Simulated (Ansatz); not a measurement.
Rows from a G0W0 calculation on SiO2 (Cristobalite) (Ansatz 0.2.0; G0W0 on PBE, plane waves, PAW; PAW set soft_1; 4×4×2 mesh, 720 empty bands, screening to 150 eV, PAW set soft_1 files), in eV. Spin-orbit coupling is left out.

The database entry behind the starting cell lists a temperature of 340 K, so it need not match the best structure at ambient conditions.

```
row  k  band   start       Σx  Σc at the solution      Vxc
  A  Γ    c4  10.618   -7.637              -3.767  -13.011
  B  Γ    v2   1.051  -26.921               4.058  -20.935
  C  Γ    c1   7.087   -6.526              -3.143  -10.750
  D  Γ    c2  10.208   -5.990              -3.677  -11.056
  E  Γ    v4   0.665  -26.596               4.052  -20.568
  F  Γ    v1   1.322  -26.836               4.006  -20.930
```

Work out each quasiparticle level and how far it moved.

The quasiparticle equation reads E = start + Σx + Σc(E) − Vxc.

```csv
row,E (eV),shift (eV)
A,12.226,+1.607
B,-0.877,−1.928
C,8.168,+1.081
D,11.596,+1.389
E,-1.312,−1.977
F,-0.578,−1.900
```

The gap over the computed points goes from 5.77 eV to 8.75 eV.

Limits: not at the basis limit; coarse k mesh.

[Paths, hosts, dates, memory and timing lines, banners, echoed tables and standing remarks are left out of the program output.]

[Logs are printed without paths, hosts, clocks, repeated set-up lines and the standing remarks that a program may print on its own settings, such as how far it seeks lower states.]

[Runs of the session that timed out or met a known fault of the program may be left out.]

[Cells called generated may have been cut or substituted from an entry of the Crystallography Open Database or the Materials Project.]

[Hosts, paths, dates, database ids (printed as entryN), source tags and the programs' standing remarks are cut or masked in the printed files.]
